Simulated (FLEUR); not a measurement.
**Collinear magnetic orders of Cr (Chromium) with FLEUR**

Wanted: the moments of Cr (Chromium) and the energy of each order that was tried.

Calculated with FLEUR MaX-R8.1; PBE; all-electron FLAPW, Dirac cores, scalar-relativistic bands.

## Step 1: The structure

Symmetry: Im-3m, No. 229, cubic system. Conventional cell: a = 2.884 Å, b = 2.884 Å, c = 2.884 Å, α = 90.00°, β = 90.00°, γ = 90.00°. Nearest to Cr lie 8 Cr at 2.50 Å.

Structure file:

```
Cr
1.0
    -1.44195    1.44195    1.44195
     1.44195   -1.44195    1.44195
     1.44195    1.44195   -1.44195
Cr
1
Direct
  0.00000 0.00000 0.00000
```

## Step 2: Start 1: ferro +

The parallel start is the test of whether parallel moments hold.

inpgen writes inp.xml from crystal.txt; cutoffs, mixing, functional, smearing and local orbitals are then set in the file. The k list default-1 (kpts.xml, not shown) is a Γ-centred 16×16×16 mesh; where the ranks do not divide the number of points, some are split in two of half the weight.

inp.xml

```
<?xml version="1.0" encoding="UTF-8" standalone="no"?>
<fleurInput fleurInputVersion="0.39">
   <comment>
      Cr
   </comment>
   <calculationSetup>
      <cutoffs Kmax="3.6" Gmax="10.8" GmaxXC="10.8" numbands="0"/>
      <scfLoop itmax="90" minDistance="0.00002" maxIterBroyd="15" imix="Anderson" alpha="0.05" precondParam="0.0" spinf="2.0" sdNocoIR="T"/>
      <coreElectrons ctail="T" frcor="F" kcrel="0" coretail_lmax="0"/>
      <xcFunctional name="pbe" relativisticCorrections="F"/>
      <magnetism jspins="2"/>
      <soc l_soc="F" theta="0.0" phi="0.0" spav="F"/>
      <expertModes spex="0" secvar="F"/>
      <geometryOptimization l_f="F" forcealpha="1.0" forcemix="BFGS" epsdisp="0.00001" epsforce="0.00001"/>
      <ldaU l_linMix="F" mixParam="0.05" spinf="1.0"/>
   </calculationSetup>
   <cell>
      <bzIntegration valenceElectrons="14.0" mode="hist" fermiSmearingEnergy="0.00183747">
         <kPointListSelection listName="default-1"/>
         <xi:include xmlns:xi="http://www.w3.org/2001/XInclude" href="kpts.xml"> </xi:include>
      </bzIntegration>
      <xi:include xmlns:xi="http://www.w3.org/2001/XInclude" href="sym.xml"> </xi:include>
      <bulkLattice scale="1.0">
         <bravaisMatrix>
            <row-1>   -2.7248905853669698     2.7248905853669698     2.7248905853669698</row-1>
            <row-2>    2.7248905853669698    -2.7248905853669698     2.7248905853669698</row-2>
            <row-3>    2.7248905853669698     2.7248905853669698    -2.7248905853669698</row-3>
         </bravaisMatrix>
      </bulkLattice>
   </cell>
   <atomSpecies>
      <species name="Chromium (2.500" element="Cr" atomicNumber="24">
         <mtSphere radius="2.3" gridPoints="761" logIncrement="0.016"/>
         <atomicCutoffs lmax="8" lnonsphr="6"/>
         <electronConfig flipSpins="F">
            <coreConfig>(1s1/2) (2s1/2) (2p1/2) (2p3/2)</coreConfig>
            <valenceConfig>(3s1/2) (3p1/2) (3p3/2) (4s1/2) (3d3/2) (3d5/2)</valenceConfig>
            <stateOccupation state="(4s1/2)" spinUp="0.5" spinDown="0.5"/>
            <stateOccupation state="(3d3/2)" spinUp="1.0" spinDown="1.0"/>
            <stateOccupation state="(3d5/2)" spinUp="2.75" spinDown="0.25"/>
         </electronConfig>
         <energyParameters s="4" p="4" d="3" f="4"/>
         <lo type="SCLO" l="0" n="3" eDeriv="0"/>
         <lo type="SCLO" l="1" n="3" eDeriv="0"/>
      </species>
   </atomSpecies>
   <atomGroups>
      <atomGroup species="Chromium (2.500">
         <relPos label="                   1">.0000000000 .0000000000 .0000000000</relPos>
         <force calculate="T" relaxXYZ="TTT"/>
      </atomGroup>
   </atomGroups>
   <output dos="F" band="F" slice="F">
      <bandDOS minEnergy="-.5*Htr" maxEnergy="0.5*Htr" sigma="0.015" storeEVData="T"/>
      <plotting iplot="0" polar="F">
         <plot TwoD="T" vec1="  1.0  0.0  0.0" vec2="  0.0  1.0  0.0" vec3="  0.0  0.0  1.0" zero="  0.0  0.0  0.0" file="plot"/>
      </plotting>
      <moessbauerParams electricFieldGradient="F" isomerShift="F" coreHyperfine="F" valenceHyperfine="F"/>
   </output>
</fleurInput>
```

crystal.txt

```
Cr
&input film=F cartesian=F /
-1.44195000000  1.44195000000  1.44195000000
1.44195000000  -1.44195000000  1.44195000000
1.44195000000  1.44195000000  -1.44195000000
1.8897261246
1.0 1.0 1.0

1
24 0.00000000000  0.00000000000  0.00000000000 : 2.500

&kpt div1=16 div2=16 div3=16 gamma=T /
```

Launch:

```
OMP_NUM_THREADS=1 inpgen -f crystal.txt > inpgen.log  # inp.xml is then edited as shown
OMP_NUM_THREADS=1 mpirun -n 2 fleur_MPI > fleur.log
```

What it wrote:

```text
Welcome to FLEUR        (www.flapw.de)
      MaX-Release 8.1          (www.max-centre.eu)

 ========== k-point set info ==========
 Selected k-point list: default-1
 k-point list type: mesh
 0 x 0 x 0
 Number of k points: 146

 ------------Calculation Setup---------------------------
 Number of MPI-tasks      :            2
 Number of PE/node        :            2
 Number of OMP-threads    :            1
 k-points in parallel     :            2
 pe's per k-point         :            1
 No of k-point loops      :           73
 Eigenvalue solver        :       lapack
 Number of basis functions:           74
 Approximate size of matrices (H+S) per k-point:         0.000 GB
 --------------------------------------------------------
 Iteration:     1   Distance:      45.76309921 me/bohr^3
 Iteration:     2   Distance:      43.35247590 me/bohr^3
 Iteration:     3   Distance:      23.46353647 me/bohr^3
 Iteration:     4   Distance:      26.69869985 me/bohr^3
 Iteration:     5   Distance:      32.07806108 me/bohr^3
 Iteration:     6   Distance:      30.33311950 me/bohr^3
 Iteration:     7   Distance:       6.18075223 me/bohr^3
 Iteration:     8   Distance:       3.91727037 me/bohr^3
 Iteration:     9   Distance:       3.25741244 me/bohr^3
 Iteration:    10   Distance:       0.37380053 me/bohr^3
 Iteration:    11   Distance:       0.29083207 me/bohr^3
 Iteration:    12   Distance:       0.21103951 me/bohr^3
 Iteration:    13   Distance:       0.04015271 me/bohr^3
 Iteration:    14   Distance:       0.06214949 me/bohr^3
 Iteration:    15   Distance:       0.00984821 me/bohr^3
 Iteration:    16   Distance:       0.00951534 me/bohr^3
 Iteration:    17   Distance:       0.00664713 me/bohr^3
 Iteration:    18   Distance:       0.00074772 me/bohr^3
 Iteration:    19   Distance:       0.00018610 me/bohr^3
 Iteration:    20   Distance:       0.00043345 me/bohr^3
 Iteration:    21   Distance:       0.00005417 me/bohr^3
 Iteration:    22   Distance:       0.00000168 me/bohr^3

 ********************************************************************
 Run finished successfully
 Stop message:
   all done
 ********************************************************************

--- out.xml (last complete iteration) ---
<iteration numberForCurrentRun="   22" overallNumber="   22">
         <energyParameters units="Htr">
            <atomicEP atomType="1" spin="1" branch="4s" branchLowest="-2.20" branchHighest="2.23" value="0.2448654612"/>
            <atomicEP atomType="1" spin="1" branch="4p" branchLowest="-1.13" branchHighest="2.78" value="0.3627720583"/>
            <atomicEP atomType="1" spin="1" branch="3d" branchLowest="-9.99" branchHighest="0.58" value="0.3742786506"/>
            <atomicEP atomType="1" spin="1" branch="4f" branchLowest="-9.99" branchHighest="3.48" value="0.6607264338"/>
            <loAtomicEP atomType="1" spin="1" branch="3s" branchLowest="-24.04" branchHighest="-2.20" value="-2.2193127279"/>
            <loAtomicEP atomType="1" spin="1" branch="3p" branchLowest="-20.13" branchHighest="-1.13" value="-1.1662255394"/>
            <atomicEP atomType="1" spin="2" branch="4s" branchLowest="-2.20" branchHighest="2.23" value="0.2448654691"/>
            <atomicEP atomType="1" spin="2" branch="4p" branchLowest="-1.13" branchHighest="2.78" value="0.3627720671"/>
            <atomicEP atomType="1" spin="2" branch="3d" branchLowest="-9.99" branchHighest="0.58" value="0.3742786545"/>
            <atomicEP atomType="1" spin="2" branch="4f" branchLowest="-9.99" branchHighest="3.48" value="0.6607264433"/>
            <loAtomicEP atomType="1" spin="2" branch="3s" branchLowest="-24.04" branchHighest="-2.20" value="-2.2193127269"/>
            <loAtomicEP atomType="1" spin="2" branch="3p" branchLowest="-20.13" branchHighest="-1.13" value="-1.1662255382"/>
         </energyParameters>
         <bandgap value="0.0000000099" units="eV"/>
         <sumValenceSingleParticleEnergies value="-9.4511084354" units="Htr"/>
         <FermiEnergy value="0.4169167633" units="Htr"/>
         <valenceDensity>
            <mtCharges spin="1">
               <mtCharge atomType="1" total="6.3576741" s="1.1742530" p="3.1716156" d="1.9946485" f="0.0137402"/>
            </mtCharges>
            <mtCharges spin="2">
               <mtCharge atomType="1" total="6.3576741" s="1.1742530" p="3.1716156" d="1.9946485" f="0.0137402"/>
            </mtCharges>
            <spinDependentCharge spin="1" total="7.0000000" interstitial="0.6423259" mtSpheres="6.3576741"/>
            <spinDependentCharge spin="2" total="7.0000000" interstitial="0.6423259" mtSpheres="6.3576741"/>
            <totalCharge value="14.0000000000"/>
         </valenceDensity>
         <coreStates atomType="     1" atomicNumber=" 24" spin="1" kinEnergy="    481.3616296698" eigValSum="   -300.0156646820" lostElectrons=" 0.000000">
            <state n="1" l="0" j="0.5" energy="-215.5813613663" weight="1.0000000000"/>
            <state n="2" l="0" j="0.5" energy="-24.0441192489" weight="1.0000000000"/>
            <state n="2" l="1" j="0.5" energy="-20.3418031100" weight="1.0000000000"/>
            <state n="2" l="1" j="1.5" energy="-20.0241904784" weight="2.0000000000"/>
         </coreStates>
         <coreStates atomType="     1" atomicNumber=" 24" spin="2" kinEnergy="    481.3616296765" eigValSum="   -300.0156646825" lostElectrons=" 0.000000">
            <state n="1" l="0" j="0.5" energy="-215.5813613668" weight="1.0000000000"/>
            <state n="2" l="0" j="0.5" energy="-24.0441192486" weight="1.0000000000"/>
            <state n="2" l="1" j="0.5" energy="-20.3418031101" weight="1.0000000000"/>
            <state n="2" l="1" j="1.5" energy="-20.0241904785" weight="2.0000000000"/>
         </coreStates>
         <allElectronCharges>
            <spinDependentCharge spin="1" total="12.0000000" interstitial="0.6423259" mtSpheres="11.3576741"/>
            <spinDependentCharge spin="2" total="12.0000000" interstitial="0.6423259" mtSpheres="11.3576741"/>
            <totalCharge value="24.0000000000"/>
         </allElectronCharges>
         <magneticMomentsInMTSpheres units="muBohr">
            <globalMagMoment atomType="1" vec="0.00000   0.00000   0.00000"/>
            <localMagMoment atomType="1" vec="0.00000   0.00000   0.00000"/>
         </magneticMomentsInMTSpheres>
         <moessbauerParams unitsHFF="kG" unitsIS="e/bohr^3" unitsEFG="Htr/bohr^2">
         </moessbauerParams>
         <totalEnergy value="    -1050.8887088369" units="Htr">
            <sumOfEigenvalues value="     -609.4824377999">
               <coreElectrons value="-600.0313293645"/>
               <valenceElectrons value="-9.4511084354"/>
            </sumOfEigenvalues>
            <densityCoulombPotentialIntegral value="-1609.2447076066"/>
            <densityEffectivePotentialIntegral value="-1672.5069451125"/>
            <chargeDenXCDenIntegral value="-48.7798413043"/>
            <FockExchangeEnergyValence value="0.0000000000"/>
            <FockExchangeEnergyCore value="0.0000000000"/>
            <atomTypeDependentContributions atomType="1">
               <electronNucleiInteractionDifferentMTs value="1249.5581558029"/>
               <MadelungTerm value="-10.9528652389"/>
            </atomTypeDependentContributions>
            <tkbTimesEntropy value="0.0002003376"/>
            <freeEnergy value="-1050.8889091746"/>
            <extrapolationTo0K value="-1050.8888090057"/>
         </totalEnergy>
         <densityConvergence units="me/bohr^3">
            <chargeDensity spin="1" distance="0.0000007819"/>
            <chargeDensity spin="2" distance="0.0000013246"/>
            <overallChargeDensity distance="0.0000016811"/>
            <spinDensity distance="0.0000013804"/>
         </densityConvergence>
      </iteration>
```

The job ended after 11 s (2 MPI ranks of Arm Neoverse V2, shared host; peak memory 0.1 GiB).

This step gave:

```
free energy                                                       : -28596.1440 eV
program's band gap on this mesh (in a metal only a level spacing) : 9.90e-9 eV
final state                                                       : non-magnetic
```

After 22 cycles the seed has died away: no moment is left.

## Step 3: Order 2, typed as antiferro q=(1/2,1/2,1/2) +-

An opposed order shows whether neighbours prefer unlike signs.

The cell is doubled to 2 atoms to hold this order. The mesh is halved along the doubled vector, so that both cells sample the same points. The k list default-1 (kpts.xml, not shown) is a Γ-centred 8×16×16 mesh.

Changes to inp.xml since step 2:

```diff
@@ -17,3 +17,3 @@
    <cell>
-      <bzIntegration valenceElectrons="14.0" mode="hist" fermiSmearingEnergy="0.00183747">
+      <bzIntegration valenceElectrons="28.0" mode="hist" fermiSmearingEnergy="0.00183747">
          <kPointListSelection listName="default-1"/>
@@ -24,5 +24,5 @@
          <bravaisMatrix>
-            <row-1>   -2.7248905853669698     2.7248905853669698     2.7248905853669698</row-1>
-            <row-2>    2.7248905853669698    -2.7248905853669698     2.7248905853669698</row-2>
-            <row-3>    2.7248905853669698     2.7248905853669698    -2.7248905853669698</row-3>
+            <row-1>   -5.4497811707339396     5.4497811707339396     5.4497811707339396</row-1>
+            <row-2>    0.0000000000000000     0.0000000000000000     5.4497811707339396</row-2>
+            <row-3>    0.0000000000000000     5.4497811707339396     0.0000000000000000</row-3>
          </bravaisMatrix>
@@ -45,2 +45,16 @@
       </species>
+      <species name="Chromium (-2.500" element="Cr" atomicNumber="24">
+         <mtSphere radius="2.3" gridPoints="761" logIncrement="0.016"/>
+         <atomicCutoffs lmax="8" lnonsphr="6"/>
+         <electronConfig flipSpins="F">
+            <coreConfig>(1s1/2) (2s1/2) (2p1/2) (2p3/2)</coreConfig>
+            <valenceConfig>(3s1/2) (3p1/2) (3p3/2) (4s1/2) (3d3/2) (3d5/2)</valenceConfig>
+            <stateOccupation state="(4s1/2)" spinUp="0.5" spinDown="0.5"/>
+            <stateOccupation state="(3d3/2)" spinUp="1.0" spinDown="1.0"/>
+            <stateOccupation state="(3d5/2)" spinUp="0.25" spinDown="2.75"/>
+         </electronConfig>
+         <energyParameters s="4" p="4" d="3" f="4"/>
+         <lo type="SCLO" l="0" n="3" eDeriv="0"/>
+         <lo type="SCLO" l="1" n="3" eDeriv="0"/>
+      </species>
    </atomSpecies>
@@ -49,2 +63,6 @@
          <relPos label="                   1">.0000000000 .0000000000 .0000000000</relPos>
+         <force calculate="T" relaxXYZ="TTT"/>
+      </atomGroup>
+      <atomGroup species="Chromium (-2.500">
+         <relPos label="                   2">1.000/2.000 .0000000000 .0000000000</relPos>
          <force calculate="T" relaxXYZ="TTT"/>
```

crystal.txt

```
Cr
&input film=F cartesian=F /
-2.88390000000  2.88390000000  2.88390000000
0.00000000000  0.00000000000  2.88390000000
0.00000000000  2.88390000000  0.00000000000
1.8897261246
1.0 1.0 1.0

2
24 0.00000000000  0.00000000000  0.00000000000 : 2.500
24 0.50000000000  0.00000000000  0.00000000000 : -2.500

&kpt div1=8 div2=16 div3=16 gamma=T /
```

What it wrote:

```text
[banner, memory and clock lines left out]
Welcome to FLEUR        (www.flapw.de)
      MaX-Release 8.1          (www.max-centre.eu)

 ========== k-point set info ==========
 Selected k-point list: default-1
 k-point list type: mesh
 0 x 0 x 0
 Number of k points: 214

 ------------Calculation Setup---------------------------
 Number of PE/node        :            2
 Number of OMP-threads    :            1
 k-points in parallel     :            2
 pe's per k-point         :            1
 No of k-point loops      :          107
 Eigenvalue solver        :       lapack
 Number of basis functions:          148
 Approximate size of matrices (H+S) per k-point:         0.000 GB
 Iteration:     1   Distance:      38.16399420 me/bohr^3
 Iteration:     2   Distance:      33.28109155 me/bohr^3
 Iteration:     3   Distance:      12.81328800 me/bohr^3
 Iteration:     4   Distance:      22.33537580 me/bohr^3
 Iteration:     5   Distance:       6.50609714 me/bohr^3
 Iteration:     6   Distance:       5.00067612 me/bohr^3
 Iteration:     7   Distance:       2.15403115 me/bohr^3
 Iteration:     8   Distance:       2.72884689 me/bohr^3
 Iteration:     9   Distance:       0.61470950 me/bohr^3
 Iteration:    10   Distance:       0.61599883 me/bohr^3
 Iteration:    11   Distance:       1.45990974 me/bohr^3
 Iteration:    12   Distance:       0.24400994 me/bohr^3
 Iteration:    13   Distance:       0.23461667 me/bohr^3
 Iteration:    14   Distance:       0.06495564 me/bohr^3
 Iteration:    15   Distance:       0.06212054 me/bohr^3
 Iteration:    16   Distance:       0.06138697 me/bohr^3
 Iteration:    17   Distance:       0.02583412 me/bohr^3
 Iteration:    18   Distance:       0.01506478 me/bohr^3
 Iteration:    19   Distance:       0.01933395 me/bohr^3
 Iteration:    20   Distance:       0.00505243 me/bohr^3
 Iteration:    21   Distance:       0.00984048 me/bohr^3
 Iteration:    22   Distance:       0.00070483 me/bohr^3
 Iteration:    23   Distance:       0.00005411 me/bohr^3
 Iteration:    24   Distance:       0.00018271 me/bohr^3
 Iteration:    25   Distance:       0.00003386 me/bohr^3
 Iteration:    26   Distance:       0.00000165 me/bohr^3

 ********************************************************************
 Run finished successfully
 Stop message:
   all done
 ********************************************************************

--- out.xml (last complete iteration) ---
<iteration numberForCurrentRun="   26" overallNumber="   26">
         [... left out ...]
         <bandgap value="0.0000000007" units="eV"/>
         <sumValenceSingleParticleEnergies value="-18.8257549601" units="Htr"/>
         <FermiEnergy value="0.4161876902" units="Htr"/>
         <valenceDensity>
            <mtCharges spin="1">
               <mtCharge atomType="1" total="6.9515757" s="1.1810713" p="3.1727182" d="2.5838234" f="0.0111569"/>
               <mtCharge atomType="2" total="5.7701599" s="1.1678447" p="3.1679908" d="1.4141447" f="0.0161456"/>
            </mtCharges>
            <mtCharges spin="2">
               <mtCharge atomType="1" total="5.7701600" s="1.1678447" p="3.1679908" d="1.4141447" f="0.0161456"/>
               <mtCharge atomType="2" total="6.9515757" s="1.1810713" p="3.1727182" d="2.5838234" f="0.0111569"/>
            </mtCharges>
            <spinDependentCharge spin="1" total="14.0000000" interstitial="1.2782643" mtSpheres="12.7217357"/>
            <spinDependentCharge spin="2" total="14.0000000" interstitial="1.2782643" mtSpheres="12.7217357"/>
            <totalCharge value="28.0000000000"/>
         </valenceDensity>
         [... left out ...]
         <magneticMomentsInMTSpheres units="muBohr">
            <globalMagMoment atomType="1" vec="0.00000   0.00000   1.18142"/>
            <localMagMoment atomType="1" vec="0.00000   0.00000   1.18142"/>
            <globalMagMoment atomType="2" vec="0.00000   0.00000  -1.18142"/>
            <localMagMoment atomType="2" vec="0.00000   0.00000  -1.18142"/>
         </magneticMomentsInMTSpheres>
         [... left out ...]
         <totalEnergy value="    -2101.7790640571" units="Htr">
            <sumOfEigenvalues value="    -1218.7511625620">
               <coreElectrons value="-1199.9254076019"/>
               <valenceElectrons value="-18.8257549601"/>
            </sumOfEigenvalues>
            <densityCoulombPotentialIntegral value="-3218.3182185952"/>
            <densityEffectivePotentialIntegral value="-3344.8988639638"/>
            <chargeDenXCDenIntegral value="-97.6019277365"/>
            <FockExchangeEnergyValence value="0.0000000000"/>
            <FockExchangeEnergyCore value="0.0000000000"/>
         [... left out ...]
            <tkbTimesEntropy value="0.0002035516"/>
            <freeEnergy value="-2101.7792676087"/>
            <extrapolationTo0K value="-2101.7791658329"/>
         </totalEnergy>
         <densityConvergence units="me/bohr^3">
            <chargeDensity spin="1" distance="0.0000007751"/>
            <chargeDensity spin="2" distance="0.0000009398"/>
            <overallChargeDensity distance="0.0000005062"/>
            <spinDensity distance="0.0000016468"/>
         </densityConvergence>
      </iteration>
```

Run time: 64 s. Hardware: 2 MPI ranks; peak memory 0.14 GiB.

Numbers from this step:

- free energy: -57192.3275 eV
- program's band gap on this mesh (in a metal only a level spacing): 7.00e-10 eV
- magnetization: 0 μB
- final state: antiferromagnetic
- largest moment: 1.181 μB

It lies 19.7 meV a seeded atom under the first start, and its largest moment is 1.18 μB against 0 μB.

(Part 1 of 2 ends here.)

[Logs and program files are shortened in this print: banners, set-up blocks, solver, clock and traceback lines can be left out without a mark of their own.]

[Logs are printed without paths, hosts, clocks, repeated set-up lines and the standing remarks that a program may print on its own settings, such as how far it seeks lower states.]

[Hosts, paths, dates, database ids (printed as entryN), source tags and the programs' standing remarks are cut or masked in the printed files.]

[Where a cell is said to come from a database of computed structures, the database is the Materials Project.]
